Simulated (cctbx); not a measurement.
# Symmetry from intensities

Cell: a = 9.4890 Å, b = 9.7740 Å, c = 12.1980 Å, α = 90.00°, β = 102.08°, γ = 90.00°. Expected content of the cell: Pb24 Tb8 Al4.

Simulated single-crystal data (cctbx): Cu Kα, λ = 1.54184 Å, to d = 0.8 Å, 80 % of the full sphere, strongest reflection 5000 counts, noise from counting, a 4 % proportional error and a noise floor of 8 counts (s.d.); no absorption, some extinction.

A first pass over the reflections prints:

```text
7281 reflections to d = 0.800 A
centring   violations  <I/sigma> of those
    A       1075 of  3640      3.4
    B       1076 of  3675      3.4
    C          1 of  3609     -0.0
    I       1028 of  3651      3.3
    R       1419 of  4879      3.4
    F       1076 of  5462      2.3
Laue class    unique    Rint  (classes that these axes allow; Friedel mates merged)
C 1 2/m 1        1204   0.065
space group    extra absences  I>4sigma  <I/sigma>
C 1 2 1                 0          0         -  acentric
C 1 m 1                 0          0         -  acentric
C 1 2/m 1               0          0         -  centric
Wilson B = 0.51 A^2   <|E^2-1|> = 0.921 (0.968 centric, 0.736 acentric)   E^2>4: 4.2 %
shell (A)         n   <I/sigma>
11.93 - 1.60    160     12.8
 1.60 - 1.27    153     13.8
 1.27 - 1.11    147     11.2
 1.11 - 1.01    147     10.4
 1.01 - 0.94    148      8.3
 0.94 - 0.88    145     10.7
 0.88 - 0.84    152      9.0
 0.84 - 0.80    152      8.3
```

**Question.** What are the lattice type, the Laue class and the likely space group?

The reflections that C centring forbids are absent (⟨I/σ⟩ near 0), so the lattice is C.

Only C 1 2/m 1 fits these axes (Rint 0.065); a search for a hidden higher lattice was not made.

3 settings pass the absence test. No glide or screw absences show, which leaves C 1 2 1, C 1 m 1 and C 1 2/m 1.

⟨|E²−1|⟩ = 0.921 leans to a centrosymmetric structure. The Wilson B of 0.51 Å² means U ≈ 0.0065 Å².

The true group is C2/m (no. 12), Laue class 2/m, centrosymmetric. The tables only narrow the choice to the tied entries; cell content, site symmetry and trial solutions must settle it.

This is a model crystal, built by substitution and not relaxed, with assumed displacement parameters.

[Logs are printed without paths, hosts, clocks, repeated set-up lines and the standing remarks that a program may print on its own settings, such as how far it seeks lower states.]
